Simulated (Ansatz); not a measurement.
# Dielectric function and optical constants of TiSi2 (Zhiqinite)

What colour and refractive index does TiSi2 (Zhiqinite) have at this level of theory? The cell comes from an older database entry, whose edges can differ from later determinations, mostly by under a per cent.

Program: Ansatz 0.2.0. Level of theory: DFT, PBE, plane-wave PAW, default files, scalar-relativistic, independent-particle optical response without local fields. Results are calculated unless marked as measured.

The database entry behind the starting cell is an old determination (1939), so it need not match the best structure at ambient conditions.

## Step 1: The starting structure

The structure is orthorhombic, space group Fddd (No. 70). Conventional cell: a = 4.773 Å, b = 8.236 Å, c = 8.523 Å, α = 90.00°, β = 90.00°, γ = 90.00°. Nearest to Ti lie 10 Si at 2.54 to 2.75 Å. Nearest to Si lie 5 Ti at 2.54 to 2.75 Å and 5 Si at 2.54 to 2.75 Å. Farther neighbours are not listed.

## Step 2: Ground state and bands

The self-consistent density comes first; it also tells whether there is a gap, which decides the occupations and the need for a Drude term.

This step: DFT, PBE, plane-wave PAW, default files, scalar-relativistic, ground state (Ansatz 0.2.0).

input.yaml reads:

```yaml
crystal:
  lattice:
    - [0.0, 4.118, 4.2615]
    - [2.3865, 0.0, 4.2615]
    - [2.3865, 4.118, 0.0]
  atoms:
    - { symbol: Ti, position: [0.5, 0.5, 0.5] }
    - { symbol: Ti, position: [0.75, 0.75, 0.75] }
    - { symbol: Si, position: [0.833, 0.167, 0.833] }
    - { symbol: Si, position: [0.167, 0.833, 0.167] }
    - { symbol: Si, position: [0.417, 0.083, 0.417] }
    - { symbol: Si, position: [0.083, 0.417, 0.083] }
kpoints:
  mp_grid: { grid: [7, 7, 7] }
  band_path:
    path:
      - [[0.0, 0.0, 0.0], [0.5, 0.0, 0.5], [1.0, 0.5, 0.5], [0.5, 0.5, 0.0], [0.0, 0.0, 0.0], [0.0, 0.41236738, 0.41236738], [0.5, 0.24444051, 0.74444051], [0.5, 0.0, 0.5]]
      - [[1.0, 0.5, 0.5], [1.0, 0.58763262, 0.58763262]]
      - [[0.0, 0.41236738, 0.41236738], [0.5, 0.75555949, 0.25555949], [0.5, 0.5, 0.0]]
      - [[0.5, 0.5, 0.5], [0.0, 0.0, 0.0]]
    npoints: 4
scf:
  occupations: { method: fermi_dirac, width: 0.05 }
  n_extra_bands: 10
hamiltonian:
  xc: pbe
  pseudopotentials: { kind: paw }
output:
  forces: true
  stress: true
  populations: true
  write_bands: true
```

The run is started by

```
$ ansatz run input.yaml --threads 4 --pin off --max-ram 8192MiB --backend cpu --events-out ev --progress --plain --runs-dir out
```

Numbers of over 12 decimals in the logs are rounded to 6 here.

What it wrote:

```text
scf.n_extra_bands = 10 over 20 filled bands (N_el = 40.0): the run solves 30 bands
Engine: ansatz 0.2.0, aarch64-unknown-linux-gnu
Pseudopotentials: kind: paw
Pseudopotential: Ti, paw, valence charge 12, recommended cutoff 420 eV (normal), Ti.paw.azcp
Pseudopotential: Si, paw, valence charge 4, recommended cutoff 420 eV (normal), Si.paw.azcp
Functional definition: PBE
  parameter kappa = 0.804
  parameter beta = 0.066725
  exchange = pbe_x(kappa = kappa, mu = beta*pi^2/3)
  correlation = pbe_c(beta = beta)
Crystal: 6 atoms, lattice volume = 83.761 Å³
Basis set: ecut = 420 eV, 1617 PW (Γ), exchange–correlation on 80×72×64 points (8 copies of the dense FFT grid, shifted against one another)
Bands: 30, of which v1, the nominal top of the filled ones, is band 20 counted from 1 (19 counted from 0)
Symmetry: 8 space group operations
Space group: Fddd (ITA 70), of the structure as read, at distance tolerance 4.4e-5 Å
k-points: 64 of 343
Non-local potential: Ti, projectors of the file, l = 0: 3, l = 1: 2, l = 2: 3, l = 3: 1
Non-local potential: Si, projectors of the file, l = 0: 2, l = 1: 2, l = 2: 2
PAW form: soft (Blöchl's): semilocal exchange-correlation on the pseudo side does not see the compensation charge
PAW one-centre angular grid: Ti, 590 points (default); XC on 64 Gauss nodes
PAW one-centre angular grid: Si, 110 points (default); XC on 64 Gauss nodes
Initial density: superposition of atomic densities (neutral atoms: chi_scale 0, normalization atom), corrected by the library's trained network
Initial wavefunctions: pseudopotential atomic-orbital guess
Functional: x = pbe(κ = 0.804, μ = 0.219515), c = pbe(β = 0.066725)
SCF iter   1: F=—  HF=-7545.900504 eV  |F-HF|=—  |Δ(HF+E_count)|=         —  Δρ=4.41e-3  dr2=2.39e-2  ethr=1.77e-3  ⟨swp⟩=5.9  Hψ=9406  notcnv=0  defer=16
preconditioner: auto → Kerker (q_TF=auto, 2.412 Å⁻¹)  [metal: Δε(μ)=0.011 eV  Ē_g=7.235 eV  σ=0.050 eV  W_gap=0.05  n_scr=16 (ndim 8)  ℏωp=19.9 eV  f_vac=0.000  D(μ)=2.31/eV (n_scr^D=16)]
SCF iter   2: F=—  HF=-7545.898196 eV  |F-HF|=—  |Δ(HF+E_count)|=   2.31e-3  Δρ=2.25e-3  dr2=6.10e-3  ethr=5.98e-5  ⟨swp⟩=1.5  Hψ=2480  notcnv=0  defer=87
SCF iter   3: F=—  HF=-7545.897437 eV  |F-HF|=—  |Δ(HF+E_count)|=   7.59e-4  Δρ=3.75e-4  dr2=1.75e-4  ethr=1.52e-5  ⟨swp⟩=2.3  Hψ=2209  notcnv=0  defer=87
SCF iter   4: F=—  HF=-7545.897406 eV  |F-HF|=—  |Δ(HF+E_count)|=   3.14e-5  Δρ=7.71e-5  dr2=4.19e-6  ethr=4.38e-7  ⟨swp⟩=2.1  Hψ=2430  notcnv=0  defer=87
SCF iter   5: F=—  HF=-7545.897411 eV  |F-HF|=—  |Δ(HF+E_count)|=   5.65e-6  Δρ=1.72e-5  dr2=2.02e-7  ethr=1.05e-8  ⟨swp⟩=2.4  Hψ=2615  notcnv=0  defer=88
SCF iter   6: F=-7545.897411 eV  HF=-7545.897411 eV  |F-HF|=2.96e-9  |Δ(HF+E_count)|=   5.79e-9  Δρ=2.40e-6  dr2=5.11e-9  ethr=2.50e-10  ⟨swp⟩=8.4  Hψ=8170  notcnv=0
SCF 1 converged in 6 iterations: F = -7545.897411 eV  dr2 = 5.11e-9
  greatest PAW one-centre occupation: 0.999 electrons in one spin orbital (limit 2), on the Ti atom at site 1 (counted from 0), in its partial waves of l = 0
NSCF: frozen V_eff on 48 k-points
SCF converged after 6 iterations
Free energy (F): -7545.897411 eV
Harris-Foulkes:  -7545.897411 eV  (|F-HF|=2.96e-9)
Internal energy: -7545.877846 eV  (E = F + TS)
E sigma→0 (E₀):  -7545.887629 eV
Entropy (-TS):   -0.019565 eV (-3.261 meV/atom)
Fermi energy:    12.675863 eV
--- Per-component energies (eV) ---
  E_band       = -212.184781
  E_kinetic    = 720.328015
  E_local      = -2028.285633  (includes V_loc(G=0)·N_el)
  E_nonlocal   = 117.085460
  E_hartree    = 886.379986
  E_xc         = -423.751834
  E_vxc        = -441.870664  (∫ρ·V_xc dr)
  E_paw        = -4146.284785  (= ΣΔE_a)
  E_vpaw       = -352.198957  (= ΣTr[D̂ρ^β])
  E_aug_tail   = 0.000236  (compensation charges beyond the density's cutoff)
  E_ewald      = -2671.349290
  E_smearing   = -0.019565  (= −TS)
  E_closure    = 0.000000  (closes the sum)
  Σ components = -7545.897411   (vs F -7545.897411, Δ=0.00e0)
--- Forces (eV/Å), atoms counted from 1 ---
  atom   1  Ti     0.00000000     0.00000000     0.00000000
  atom   2  Ti     0.00000000     0.00000000     0.00000000
  atom   3  Si     0.00000000     0.20865431     0.00000000
  atom   4  Si     0.00000000    -0.20865431     0.00000000
  atom   5  Si     0.00000000    -0.20865431     0.00000000
  atom   6  Si     0.00000000     0.20865431     0.00000000
  max |Σ_I F_I| component: 2.78e-17 eV/Å
--- Stress (GPa, compression-positive) ---
        3.082131       0.000000       0.000000
        0.000000       0.981057       0.000000
        0.000000       0.000000       2.728030
  P = ⅓ Tr σ = 2.2637 GPa (22.637 kbar)
--- Band table (eV; the first three rows and the last of 64) ---
  k-point 0: bands = [... 16 lower, 10.4256, 10.7237, 10.9532, 11.1670, 11.7390, 14.6975, 15.8841, 15.9827, ... 6 higher]
  k-point 1: bands = [... 16 lower, 10.4394, 10.7079, 11.2713, 11.5261, 11.7388, 14.4790, 15.6011, 15.7383, ... 6 higher]
  k-point 2: bands = [... 16 lower, 10.9016, 11.3666, 11.6051, 11.8667, 12.5574, 13.9458, 15.2597, 15.2758, ... 6 higher]
  k-point 63: bands = [... 16 lower, 10.9719, 11.1688, 11.5997, 11.6269, 13.6316, 13.6863, 14.7932, 15.3952, ... 6 higher]
--- Löwdin populations: 6 sites ---
  site symbol       q [e]
     0     Ti     11.6181
     1     Ti     11.6181
     2     Si      4.0819
     3     Si      4.0819
     4     Si      4.0819
     5     Si      4.0819
  spilling = 0.010904 (of n_electrons = 40.000000)
```

The job ended after 2.8 s (4 threads of Arm Neoverse V2, shared host; peak memory 0.47 GiB; 10 s of CPU time).

Reading the cycles: dr2 is the Hartree energy of the density residual (eV), the measure of convergence; HF is the Harris–Foulkes estimate of the energy, which meets the free energy F at convergence.

Numbers from this step:

- free energy: -7545.8974 eV
- Fermi energy: 12.68 eV
- electrons: 40
- symmetry operations: 8
- pressure: 2.264 GPa
- volume: 83.76 Å³
- gap on the path: 0 eV

There are states at the Fermi level within the smearing, so the occupations stay smeared and the carriers get a Drude term. The cell is left with a pressure of 2.3 GPa and forces up to 0.21 eV/Å, as it stands unrelaxed at this level.

Electronic bands along the path, in eV, zero at the Fermi level; # counts the bands kept:

| point | #9 | #10 | #11 | #12 | #13 | #14 | #15 | #16 |
| --- | --- | --- | --- | --- | --- | --- | --- | --- |
| Γ | -2.25 | -1.95 | -1.72 | -1.51 | -0.94 | 2.02 | 3.21 | 3.31 |
| halfway | -1.87 | -1.53 | -1.47 | -1.32 | -1.15 | 1.61 | 2.93 | 3.09 |
| Y | -2.41 | -2.41 | -0.85 | -0.85 | 1.26 | 1.26 | 3.29 | 3.29 |
| halfway | -1.11 | -1.11 | -0.73 | -0.73 | 0.97 | 0.97 | 2.64 | 2.64 |
| T | -1.26 | -1.26 | -0.66 | -0.66 | 0.93 | 0.93 | 2.29 | 2.29 |
| halfway | -1.32 | -1.32 | -0.55 | -0.55 | 0.79 | 0.79 | 2.04 | 2.04 |
| Z | -1.61 | -1.61 | -1.03 | -1.03 | 0.81 | 0.81 | 3.23 | 3.23 |
| halfway | -1.77 | -1.67 | -1.63 | -1.35 | -1.10 | 1.42 | 3.16 | 3.19 |
| Γ | -2.25 | -1.95 | -1.72 | -1.51 | -0.94 | 2.02 | 3.21 | 3.31 |
| halfway | -2.12 | -0.33 | -0.23 | 0.07 | 0.12 | 1.56 | 1.68 | 2.05 |
| X | -1.38 | -0.44 | 0.01 | 0.08 | 0.82 | 0.99 | 1.82 | 2.57 |
| halfway | -1.31 | -0.76 | -0.35 | 0.02 | 0.95 | 1.29 | 1.33 | 1.91 |
| A1 | -1.74 | -1.74 | -1.34 | -1.34 | 1.40 | 1.40 | 2.14 | 2.14 |
| halfway | -1.56 | -1.56 | -1.18 | -1.18 | 1.35 | 1.35 | 2.80 | 2.80 |
| Y | -2.41 | -2.41 | -0.85 | -0.85 | 1.26 | 1.26 | 3.29 | 3.29 |
| jump to T | -1.26 | -1.26 | -0.66 | -0.66 | 0.93 | 0.93 | 2.29 | 2.29 |
| halfway | -1.04 | -0.84 | -0.59 | -0.28 | 0.90 | 0.95 | 2.06 | 2.50 |
| X1 | -1.38 | -0.44 | 0.01 | 0.08 | 0.82 | 0.99 | 1.82 | 2.57 |
| jump to X | -1.38 | -0.44 | 0.01 | 0.08 | 0.82 | 0.99 | 1.82 | 2.57 |
| halfway | -1.76 | -0.54 | -0.50 | -0.41 | 1.21 | 1.31 | 2.23 | 2.39 |
| A | -1.74 | -1.74 | -1.34 | -1.34 | 1.40 | 1.40 | 2.14 | 2.14 |
| halfway | -1.75 | -1.75 | -1.18 | -1.18 | 1.24 | 1.24 | 1.83 | 1.83 |
| Z | -1.61 | -1.61 | -1.03 | -1.03 | 0.81 | 0.81 | 3.23 | 3.23 |
| jump to L | -1.98 | -1.09 | -0.05 | 0.17 | 1.04 | 1.35 | 1.77 | 2.26 |
| halfway | -1.80 | -1.42 | -1.22 | -1.02 | -0.36 | 1.41 | 2.65 | 2.73 |
| Γ | -2.25 | -1.95 | -1.72 | -1.51 | -0.94 | 2.02 | 3.21 | 3.31 |

## Step 3: Spectrum

The spectrum is a sum over vertical transitions between filled and empty bands at the fixed density, so many empty bands are needed.

This step: DFT, PBE, plane-wave PAW, default files, scalar-relativistic, independent-particle optical response without local fields (Ansatz 0.2.0).

input.yaml, the sections that differ from step 2:

```yaml
kpoints:
  mp_grid: { grid: [7, 7, 7] }
scf:
  occupations: { method: fermi_dirac, width: 0.05 }
output:
  optics:
    e_range: [0, 14]
    de: 0.05
    sigma: 0.1
    drude_damping: 0.05
    nscf_kmesh: { grid: [10, 10, 10] }
    bands: { spectra_wanted_up_to: 14 }
# crystal, hamiltonian: as in step 2
```

What it wrote:

```text
[...]
Crystal: 6 atoms, lattice volume = 83.761 Å³
Basis set: ecut = 420 eV, 1617 PW (Γ)
Bands: 26, of which v1, the nominal top of the filled ones, is band 20 counted from 1 (19 counted from 0)
Symmetry: 8 space group operations
[...]
k-points: 64 of 343
[...]
SCF iter   1: F=—  HF=-7545.900800 eV  |F-HF|=—  |Δ(HF+E_count)|=         —  Δρ=4.39e-3  dr2=2.33e-2  ethr=1.77e-3  ⟨swp⟩=6.3  Hψ=8384  notcnv=0
[...]
SCF iter   8: F=-7545.897481 eV  HF=-7545.897481 eV  |F-HF|=0.00e0  |Δ(HF+E_count)|=  2.55e-11  Δρ=8.26e-8  dr2=4.95e-12  ethr=1.00e-12  ⟨swp⟩=4.1  Hψ=4273  notcnv=0
SCF 1 converged in 8 iterations: F = -7545.897481 eV  dr2 = 4.95e-12
[...]
NSCF: frozen V_eff on 171 k-points
output.optics: what the bands over the 53 summed would add to eps1, eps2 and the energy-loss function is held between a lower and an upper bound (9 Lanczos steps). eps1, eps2 and their loss function (loss_summed_bands) are given on every row as the summed bands alone make them. Along an axis, on a row where the two bounds hold the loss function to about 1 % of the greater of itself and 0.5 % of |1/eps|, its cell (loss_completed) is given, with the completed eps1 and eps2 that it is formed of (a cell that is left empty reads nan in the table and null in the record). The two bounds hold it so along every axis on all 280 rows up to 14.000 eV. [rest of the remark cut]
SCF converged after 8 iterations
Free energy (F): -7545.897481 eV
[...]
Internal energy: -7545.877916 eV  (E = F + TS)
E sigma→0 (E₀):  -7545.887699 eV
Entropy (-TS):   -0.019565 eV (-3.261 meV/atom)
Fermi energy:    12.675883 eV
[...]
--- Band table (eV; the first three rows and the last of 64) ---
  k-point 0: bands = [... 16 lower, 10.4256, 10.7237, 10.9533, 11.1670, 11.7390, 14.6975, 15.8841, 15.9827, ... 2 higher]
  k-point 1: bands = [... 16 lower, 10.4394, 10.7079, 11.2713, 11.5261, 11.7388, 14.4790, 15.6011, 15.7383, ... 2 higher]
  k-point 2: bands = [... 16 lower, 10.9017, 11.3667, 11.6051, 11.8667, 12.5575, 13.9459, 15.2597, 15.2758, ... 2 higher]
  k-point 63: bands = [... 16 lower, 10.9719, 11.1688, 11.5997, 11.6269, 13.6316, 13.6863, 14.7932, 15.3952, ... 2 higher]
```

Elapsed: 85 s, on 4 threads; peak memory 3.2 GiB.

This step gave:

| Quantity | Value |
| --- | --- |
| main peak of the optical conductivity above 1 eV, first axis | 5.125 eV |
| Drude plasma energy, first axis | 5.237 eV |
| bands summed | 53 |
| spectra valid up to | 17.46 eV |
| program's estimate of the k-sum error in Im epsilon | 0.09 % |
| electrons in the f-sum | 28.63 |

The Im ε has structure finer than the step of the table below, so its rows give means over 0.5 eV, whole bins alone (the curve runs from 0.3 to 14 eV). Peaks (eV: height): E ∥ x 1.35: 27.6, 3.05: 23.8, 5.10: 23.3; E ∥ y 0.85: 36.9, 2.15: 24.9, 4.85: 24.4; E ∥ z 0.70: 35.7, 3.85: 27.4.

Im ε against photon energy; means over each step:

| photon energy (eV) | E ∥ x | E ∥ y | E ∥ z |
| --- | --- | --- | --- |
| 1.0 | 17.0 | 30.2 | 28.7 |
| 1.5 | 24.4 | 20.8 | 24.4 |
| 2.0 | 18.2 | 21.5 | 20.0 |
| 2.5 | 16.3 | 19.3 | 17.1 |
| 3.0 | 22.5 | 16.9 | 20.7 |
| 3.5 | 19.1 | 14.2 | 26.5 |
| 4.0 | 21.0 | 16.5 | 25.1 |
| 4.5 | 21.5 | 21.4 | 22.0 |
| 5.0 | 22.8 | 22.4 | 20.5 |
| 5.5 | 20.1 | 19.8 | 15.8 |
| 6.0 | 15.0 | 15.6 | 12.7 |
| 6.5 | 8.95 | 9.30 | 10.0 |
| 7.0 | 6.33 | 5.92 | 6.12 |
| 7.5 | 4.80 | 4.14 | 4.05 |
| 8.0 | 3.09 | 3.27 | 2.95 |
| 8.5 | 2.30 | 2.45 | 2.18 |
| 9.0 | 2.02 | 1.92 | 1.77 |
| 9.5 | 1.43 | 1.43 | 1.35 |
| 10.0 | 0.999 | 1.16 | 1.14 |
| 10.5 | 0.819 | 1.04 | 0.971 |
| 11.0 | 0.693 | 0.875 | 0.852 |
| 11.5 | 0.561 | 0.779 | 0.734 |
| 12.0 | 0.436 | 0.540 | 0.548 |
| 12.5 | 0.366 | 0.449 | 0.464 |
| 13.0 | 0.316 | 0.409 | 0.399 |
| 13.5 | 0.253 | 0.374 | 0.351 |

[end of part 1 of 2]

[Logs are printed without paths, hosts, clocks, repeated set-up lines and the standing remarks that a program may print on its own settings, such as how far it seeks lower states.]

[Hosts, paths, dates, database ids (printed as entryN), source tags and the programs' standing remarks are cut or masked in the printed files.]
